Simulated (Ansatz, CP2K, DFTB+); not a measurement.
**A faulty CP2K run on generalised stacking fault on (111) (glide set) of a Ge-Si solid solution (72 atoms)**

Program: CP2K 2026.2, a calculation on a cell of 51 Ge and 21 Si, 22.1 Å³ an atom.

Contents of input.inp:

```
&GLOBAL
  PROJECT cell
  RUN_TYPE ENERGY_FORCE
  PRINT_LEVEL LOW
&END GLOBAL
&FORCE_EVAL
  METHOD QS
  STRESS_TENSOR ANALYTICAL
  &DFT
    BASIS_SET_FILE_NAME BASIS_MOLOPT
    POTENTIAL_FILE_NAME GTH_POTENTIALS
    &MGRID
      CUTOFF 350
      REL_CUTOFF 50
    &END MGRID
    &QS
      EPS_DEFAULT 1.0E-12
    &END QS
    &SCF
      SCF_GUESS ATOMIC
      EPS_SCF 1.0E-06
      MAX_SCF 50
      &DIAGONALIZATION
        ALGORITHM STANDARD
      &END DIAGONALIZATION
      &SMEAR ON
        METHOD FERMI_DIRAC
        ELECTRONIC_TEMPERATURE [K] 580
      &END SMEAR
      &MIXING
        METHOD BROYDEN_MIXING
        ALPHA 0.15
        NBROYDEN 8
      &END MIXING
      &PRINT
        &RESTART OFF
        &END RESTART
      &END PRINT
    &END SCF
    &XC
      &XC_FUNCTIONAL PBE
      &END XC_FUNCTIONAL
    &END XC
    &PRINT
      &MULLIKEN ON
      &END MULLIKEN
      &HIRSHFELD ON
        SHAPE_FUNCTION DENSITY
      &END HIRSHFELD
      &MO ON
        EIGENVALUES T
        OCCUPATION_NUMBERS T
        MO_INDEX_RANGE 133 144
        &EACH
          QS_SCF 0
        &END EACH
        ADD_LAST NUMERIC
      &END MO
    &END PRINT
  &END DFT
  &SUBSYS
    &CELL
      A 6.84865 0.00000 0.00000
      B 0.00000 11.86221 0.00000
      C 1.71216 0.00000 19.57091
    &END CELL
    &TOPOLOGY
      COORD_FILE_NAME structure.xyz
      COORD_FILE_FORMAT XYZ
    &END TOPOLOGY
    &KIND Ge
      BASIS_SET DZVP-MOLOPT-SR-GTH-q4
      POTENTIAL GTH-PBE-q4
    &END KIND
    &KIND Si
      BASIS_SET DZVP-MOLOPT-SR-GTH-q4
      POTENTIAL GTH-PBE-q4
    &END KIND
  &END SUBSYS
  &PRINT
    &FORCES ON
    &END FORCES
    &STRESS_TENSOR ON
    &END STRESS_TENSOR
  &END PRINT
&END FORCE_EVAL
```

Contents of structure.xyz:

```xyz
72

Ge 3.52539 1.94267 0.40531
Ge 3.40820 1.85442 2.87653
Ge 5.72814 1.98787 3.70673
Si 5.68580 1.92168 6.06757
Si 6.79747 0.00237 0.38966
Ge 6.99122 0.00652 2.79453
Si 2.28784 11.82935 3.63060
Ge 2.22704 0.03559 6.03332
Ge 4.54832 0.04875 6.81459
Si 4.53543 0.01708 9.26076
[... 58 atom lines left out ...]
Si 7.97583 5.93348 16.59887
Si 8.04992 5.87820 18.97224
Ge 7.89670 9.91728 16.50376
Si 7.98859 9.98513 18.97263
```

Started as:

```
> OMP_NUM_THREADS=2 cp2k.psmp -i input.inp > output.txt
```

Log:

```text
CP2K| version string:                                       CP2K version 2026.2
 CP2K| Input file name                                                 input.inp
 GLOBAL| Basis set file name                                        BASIS_MOLOPT
 GLOBAL| Potential file name                                      GTH_POTENTIALS
 GLOBAL| Run type                                                   ENERGY_FORCE
 GLOBAL| Total number of message passing processes                             1
 GLOBAL| Number of threads for this process                                    2
 *   ___                                                                       *
 *  /   \                                                                      *
 * [ABORT]                                                                     *
 *  \___/             Extra MOs (ADDED_MOS) are required for smearing          *
 *    |                                                                        *
 *  O/|                                                                        *
 * /| |                                                                        *
```

It took 0.87 s on 2 threads of Intel Xeon 6975P-C (Granite Rapids), shared host; peak memory 0.17 GiB.

Banners, paths, timers and routine set-up lines are dropped from the logs unmarked, and long logs keep their key lines alone; longer cuts are marked.

Q: Find the fault and mend it.

Smearing without added orbitals: added orbitals 0. Mend: give ADDED_MOS, enough empty orbitals to hold the smearing.

The program stopped at the start.

[Also dropped from logs without a mark: logging warnings of Python, and SIESTA's first energy breakdown and zero terms.]

[Logs are printed without paths, hosts, clocks, repeated set-up lines and the standing remarks that a program may print on its own settings, such as how far it seeks lower states.]

[Hosts, paths, dates, database ids (printed as entryN), source tags and the programs' standing remarks are cut or masked in the printed files.]
